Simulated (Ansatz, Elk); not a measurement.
# Bonding as seen by X-rays: Nb2TlSe4

Structure refinements treat a crystal as free atoms side by side. For a made-up structure of Nb2TlSe4 (cell and positions from a PBE relaxation) the runs below show what the calculated density changes in F(hkl).

Calculated with Elk 11.2.3 (patched build); DFT, PBE, all-electron APW+lo, Dirac cores, scalar-relativistic bands, static density, no spin.

The structure was built from a prototype and need not be the compound's stable phase.

## (1) The starting structure

It takes space group P3m1 (No. 156, trigonal). The conventional cell has a = 3.496 Å, b = 3.496 Å, c = 16.249 Å, α = 90.00°, β = 90.00°, γ = 120.00°. Nearest to Tl lie 4 Se at 3.17 to 3.49 Å and 6 Tl at 3.50 Å. Nearest to Nb lie 6 Se at 2.61 to 2.62 Å. Se has 3 Nb at 2.62 Å and 1 Tl at 3.17 Å nearest. Se has 3 Nb at 2.62 Å and 3 Tl at 3.49 Å nearest. Nearest to Se lie 3 Nb at 2.61 Å. Farther neighbours and most contacts between anions are not listed.

## (2) Ground state and structure factors

An all-electron density is needed, since X-rays see the cores too. Task 0 finds the density and task 195 Fourier-transforms it; tshift is off so that phases refer to the origin typed.

Contents of elk.in:

```
tasks
  0
  195

xctype
  20

spinpol
  .false.

rgkmax
  7.0

gmaxvr
  14.0

lmaxo
  7

lmaxapw
  8

swidth
  0.002

tshift
  .false.

ramdisk
  .false.

hmaxvr
  5.5

maxscl
  120

epspot
  1e-06

sppath
  './'

avec
  6.60696363449 0.00000000000 0.00000000000
  -3.30348181725 5.72179834935 0.00000000000
  0.00000000000 0.00000000000 30.70578353550

atoms
  3
  'Tl.in'
  1
  -0.0000000000 -0.0000000000 0.0153339691   0.000000 0.000000 0.000000
  'Nb.in'
  2
  0.6666666667 0.3333333333 0.7173124499   0.000000 0.000000 0.000000
  -0.0000000000 -0.0000000000 0.2938257213   0.000000 0.000000 0.000000
  'Se.in'
  4
  -0.0000000000 -0.0000000000 0.8199971293   0.000000 0.000000 0.000000
  0.6666666667 0.3333333333 0.1906701125   0.000000 0.000000 0.000000
  0.6666666667 0.3333333333 0.3957120153   0.000000 0.000000 0.000000
  -0.0000000000 -0.0000000000 0.6156486026   0.000000 0.000000 0.000000

ngridk
  7 7 2
```

Launch:

```sh
OMP_NUM_THREADS=4 elk
```

Numbers of over 12 decimals in the logs are rounded to 6 here.

The log of the run:

```text
┌─────────────────────────┐
│ Elk code version 11.2.3 │
└─────────────────────────┘

All units are atomic (Hartree, Bohr, etc.)

┌─────────────────────────────────────────────────┐
│ Ground-state run starting from atomic densities │
└─────────────────────────────────────────────────┘

Lattice vectors :
   6.606963634       0.000000000       0.000000000
  -3.303481817       5.721798349       0.000000000
   0.000000000       0.000000000       30.70578354

Reciprocal lattice vectors :
  0.9509943833      0.5490568632      -0.000000000
   0.000000000       1.098113726       0.000000000
   0.000000000      -0.000000000      0.2046254674

Unit cell volume      :    1160.792647
Brillouin zone volume :   0.2136903727

Muffin-tin inner radius fraction :   0.1000000000E-01

Nuclei treated as point charges

Species : 1 (Tl)
 parameters loaded from : Tl.in
 name : thallium
 nuclear charge    :   -81.00000000
 electronic charge :    81.00000000
 atomic mass :    372567.9643
 muffin-tin radius :    2.800000000
 number of radial points in muffin-tin :   1393
 inner part over the whole radius :   0.9893942913E-02
 number on inner part of muffin-tin    :   1000
 approximate nuclear radius :   0.1043008296E-03
 number of mesh points to nuclear radius :    525
 atomic positions (lattice), magnetic fields (Cartesian) :
  1 :   0.00000000  0.00000000  0.01533397    0.00000000  0.00000000  0.00000000

Species : 2 (Nb)
 parameters loaded from : Nb.in
 name : niobium
 nuclear charge    :   -41.00000000
 electronic charge :    41.00000000
 atomic mass :    169357.9704
 muffin-tin radius :    2.537102514
 number of radial points in muffin-tin :   1193
 inner part over the whole radius :   0.9870343211E-02
 number on inner part of muffin-tin    :    847
 approximate nuclear radius :   0.8268951942E-04
 number of mesh points to nuclear radius :    419
 atomic positions (lattice), magnetic fields (Cartesian) :
  1 :   0.66666667  0.33333333  0.71731245    0.00000000  0.00000000  0.00000000
  2 :   0.00000000  0.00000000  0.29382572    0.00000000  0.00000000  0.00000000

Species : 3 (Se)
 parameters loaded from : Se.in
 name : selenium
 nuclear charge    :   -34.00000000
 electronic charge :    34.00000000
 atomic mass :    143935.2749
 muffin-tin radius :    2.341940782
 number of radial points in muffin-tin :    993
 inner part over the whole radius :   0.9889728493E-02
 number on inner part of muffin-tin    :    702
 approximate nuclear radius :   0.7785908700E-04
 number of mesh points to nuclear radius :    343
 atomic positions (lattice), magnetic fields (Cartesian) :
  1 :   0.00000000  0.00000000  0.81999713    0.00000000  0.00000000  0.00000000
  2 :   0.66666667  0.33333333  0.19067011    0.00000000  0.00000000  0.00000000
  3 :   0.66666667  0.33333333  0.39571202    0.00000000  0.00000000  0.00000000
  4 :   0.00000000  0.00000000  0.61564860    0.00000000  0.00000000  0.00000000

Total number of atoms per unit cell :    7
Total muffin-tin volume :    443.9838665
 ratio of muffin-tin to unit cell volume :   0.3824833553

Spin treatment :
 spin-unpolarised

Number of Bravais lattice symmetries :   24
Number of crystal symmetries         :    6
Crystal has no inversion symmetry
Complex Hermitian eigensolver will be used

k-point grid :      7     7     2
k-point offset :    0.000000000       0.000000000       0.000000000
k-point set is reduced with full crystal symmetry group
Total number of k-points :       24

Muffin-tin radius times maximum |G+k| :    7.000000000
 using average radius
Maximum |G+k| for APW functions       :    2.841902940
Maximum (1/2)|G+k|²                   :    4.038206161
Maximum |G| for potential and density :    14.00000000
Constant for pseudocharge density :   10
 order of it for each species :   17  17  17
 order of it for pair densities of each species (exact exchange by exxq0 0: 18) :   13  10   8
Radial integration step length :    1

G-vector grid sizes :     30    30   140
Number of G-vectors :    53867

[...]
xc potential                :     -1265.2105600953
 exchange                    :     -956.07404707088
 correlation                 :     -15.922344363533
 electron entropic           :    -0.62921722329345E-03
 total energy                :     -37653.254529573

Density of states at Fermi energy :    41.30770725
 (states/Hartree/unit cell)

Estimated indirect band gap :   0.7022721110E-02
 from k-point 8 to k-point 13
Estimated direct band gap   :   0.2421097285E-01
 at k-point 10

Charges :
 core                        :    190.0000000
 valence                     :    109.0000000
 interstitial                :    12.25803003
 muffin-tins (core leakage)
  species : 1 (Tl)
[...]
species : 2 (Nb)
[...]
species : 3 (Se)
[...]
total in muffin-tins        :    286.7419700
 total calculated charge     :    298.9978078
 total charge                :    299.0000000
 error                       :   0.2192230491E-02

RMS change in Kohn-Sham potential (target) :   0.2797392298     (  0.1000000000E-05)
Absolute change in total energy (target)   :   0.6021142739     (  0.1000000000E-03)

[... loops 3 to 28 left out ...]

┌──────────────────┐
│ Loop number : 29 │
└──────────────────┘

Energies :
 Fermi                       :     0.204955
 sum of occupied eigenvalues :     -22697.403524941
 electron kinetic            :      41376.653452925
 core electron kinetic       :      40149.655826271
 Coulomb                     :     -78054.948628247
 Coulomb potential           :     -62805.339245424
 nuclear-nuclear             :     -3119.9689036769
 electron-nuclear            :     -87129.191536572
 Hartree                     :      12194.211812002
 Madelung                    :     -46652.279005535
 xc potential                :     -1268.7177324428
 exchange                    :     -956.42238440940
 correlation                 :     -15.927063204629
 electron entropic           :    -0.17905350276600E-02
 total energy                :     -37650.646413471

Density of states at Fermi energy :    135.1138975
 (states/Hartree/unit cell)

Estimated indirect band gap :   0.2592571218E-02
 from k-point 8 to k-point 22
Estimated direct band gap   :   0.2097603196E-01
 at k-point 22

Charges :
 core                        :    190.0000000
 valence                     :    109.0000000
 interstitial                :    11.98950822
 muffin-tins (core leakage)
  species : 1 (Tl)
[...]
species : 2 (Nb)
[...]
species : 3 (Se)
[...]
total in muffin-tins        :    287.0104918
 total calculated charge     :    298.9976819
 total charge                :    299.0000000
 error                       :   0.2318050655E-02

RMS change in Kohn-Sham potential (target) :   0.6925218002E-06 (  0.1000000000E-05)
Absolute change in total energy (target)   :   0.1082271774E-04 (  0.1000000000E-03)

Convergence targets achieved

┌──────────────────┐
│ Loop number : 30 │
└──────────────────┘

Energies :
 Fermi                       :     0.204955
 sum of occupied eigenvalues :     -22697.403519931
 electron kinetic            :      41376.653453589
 core electron kinetic       :      40149.655828488
 Coulomb                     :     -78054.948623081
 Coulomb potential           :     -62805.339259496
 nuclear-nuclear             :     -3119.9689036769
 electron-nuclear            :     -87129.191510732
 Hartree                     :      12194.211791328
 Madelung                    :     -46652.278993334
 xc potential                :     -1268.7177140239
 exchange                    :     -956.42238368816
 correlation                 :     -15.927063168946
 electron entropic           :    -0.17905362882146E-02
 total energy                :     -37650.646406886

Density of states at Fermi energy :    135.1139873
 (states/Hartree/unit cell)

Estimated indirect band gap :   0.2592594839E-02
 from k-point 8 to k-point 22
Estimated direct band gap   :   0.2097609734E-01
 at k-point 22

Charges :
 core                        :    190.0000000
 valence                     :    109.0000000
 interstitial                :    11.98950901
 muffin-tins (core leakage)
  species : 1 (Tl)
[...]
species : 2 (Nb)
[...]
species : 3 (Se)
[...]
atom 2                    :    32.39778206     (  0.8563724424E-04)
   atom 3                    :    32.36993971     (  0.8544161606E-04)
   atom 4                    :    32.37284070     (  0.8546912493E-04)
 total in muffin-tins        :    287.0104910
 total calculated charge     :    298.9976819
 total charge                :    299.0000000
 error                       :   0.2318050393E-02

┌──────────────────────────────┐
│ Self-consistent loop stopped │
└──────────────────────────────┘

Wrote STATE.OUT
```

Wall time 2.4 min (4 threads of Arm Neoverse V2, shared host); peak memory 0.41 GiB.

SFACRHO.OUT:

```text

h k l indices transformed by vhmat matrix:
   1.000000000       0.000000000       0.000000000    
   0.000000000       1.000000000       0.000000000    
   0.000000000       0.000000000       1.000000000    

      h      k      l  multipl.   |H|            Re(F)            Im(F)           |F|

      0      0      0      1   0.0000000       299.00000     -0.11329859E-15   299.00000    
      0      0     -1      1  0.20462547       35.483216      -6.1054747       36.004659    
      0      0      1      1  0.20462547       35.483216       6.1054747       36.004659    
      0      0     -2      1  0.40925093      -25.179064      -8.1061992       26.451763    
      0      0      2      1  0.40925093      -25.179064       8.1061992       26.451763    
      0      0      3      1  0.61387640       94.930644       24.570513       98.058846    
      0      0     -3      1  0.61387640       94.930644      -24.570513       98.058846    
      0      0     -4      1  0.81850187       51.127443      -25.494055       57.131098    
      0      0      4      1  0.81850187       51.127443       25.494055       57.131098    
      0      0     -5      1   1.0231273       106.84565      -40.969667       114.43123    
      0      0      5      1   1.0231273       106.84565       40.969667       114.43123    
      1     -1      0      3   1.0981137       117.18174       78.940321       141.29095    
     -1      1      0      3   1.0981137       117.18174      -78.940321       141.29095    
     -1      1      1      3   1.1170163       71.633399       5.7726784       71.865622    
      0     -1     -1      3   1.1170163       52.878613       27.277747       59.499775    
      1     -1     -1      3   1.1170163       71.633399      -5.7726784       71.865622    
      1     -1      1      3   1.1170163       52.878613      -27.277747       59.499775    
      0     -1      2      3   1.1718959       52.891304       37.801869       65.011317
```

Elk indexes on the primitive cell of elk.in and gives |H| = 4π sin θ/λ in inverse bohr. Below, one row stands for each form hkl of the conventional cell (m members, Friedel mates merged), F is for one primitive cell and the density is static (no thermal factor). Free-atom factors are Waasmaier and Kirfel's, and R is Σm||F|−|F'||/Σm|F|.

```
hkl  m  sin θ/λ (Å⁻¹)  abs F, DFT  neutral atoms   diff.  abs of complex diff.
001  2          0.031      36.005         36.068  -0.064                 0.064
002  2          0.061      26.452         26.303  +0.149                 0.162
003  2          0.092      98.059         98.219  -0.161                 0.164
004  2          0.123      57.131         57.476  -0.345                 0.370
005  2          0.154     114.432        113.717  +0.715                 0.726
100  6          0.165     141.291        141.251  +0.040                 0.102
101  6          0.168      71.866         71.648  +0.218                 0.620
011  6          0.168      59.500         59.575  -0.076                 0.688
102  6          0.176      65.011         65.080  -0.069                 0.125
012  6          0.176      58.228         58.360  -0.132                 0.293
006  2          0.185      73.837         73.642  +0.195                 0.204
013  6          0.189      54.636         54.691  -0.056                 0.056
103  6          0.189     119.686        120.121  -0.434                 0.480
014  6          0.206     155.717        156.293  -0.576                 0.593
104  6          0.206     117.873        118.003  -0.130                 0.130
007  2          0.215     105.172        106.016  -0.844                 0.882
015  6          0.226     129.511        129.507  +0.004                 0.045
105  6          0.226      68.015         68.169  -0.154                 0.345
```

## (3) The highest occupied states alone

An energy window below the Fermi level keeps the highest occupied states, to see at which angles they scatter; shallow core shells can lie inside it and anion s states outside. No new self-consistency is needed.

Changes to elk.in since step 2:

```diff
@@ -1,3 +1,2 @@
 tasks
-  0
   195
@@ -40,2 +39,5 @@
 
+wsfac
+  -0.346280 0.504960
+
 sppath
```

Launch:

```sh
OMP_NUM_THREADS=4 elk
```

The log of the run:

```text
┌─────────────────────────────────┐
│ Elk code version 11.2.3 started │
└─────────────────────────────────┘

Info(readinput): the functional depends on the density's gradient
 muffin-tin radial points multiplied by    2.00000
 (not where nrmtscf is given)

┌────────────────────┐
│ Current task : 195 │
└────────────────────┘
Info(checkmt): changed muffin-tin radius of species 2 (Nb) from   2.6000 to   2.5371
Info(checkmt): changed muffin-tin radius of species 3 (Se) from   2.4000 to   2.3419

Info(sfacrho): density structure factors written to SFACRHO.OUT

 Energy window :  -0.3462800000      0.5049600000

┌──────────────────┐
│ Elk code stopped │
└──────────────────┘
```

Wall time 28 s (4 threads); peak memory 0.25 GiB; 33 s of CPU time.

States within 15 eV below the Fermi level hold 47.00 electrons; any levels below the window count with the cores. Their amplitudes can exceed the total, where window and core parts have opposite phase:

```
hkl  sin θ/λ (Å⁻¹)  abs F, window  abs F, all
001          0.031          6.022      36.005
002          0.061          1.716      26.452
003          0.092         10.453      98.059
004          0.123          4.819      57.131
005          0.154         13.747     114.432
100          0.165         10.835     141.291
101          0.168          8.179      71.866
011          0.168          5.657      59.500
102          0.176          5.797      65.011
012          0.176          5.345      58.228
```

(Part 1 of 2 ends here.)

[Logs are printed without paths, hosts, clocks, repeated set-up lines and the standing remarks that a program may print on its own settings, such as how far it seeks lower states.]

[Hosts, paths, dates, database ids (printed as entryN), source tags and the programs' standing remarks are cut or masked in the printed files.]
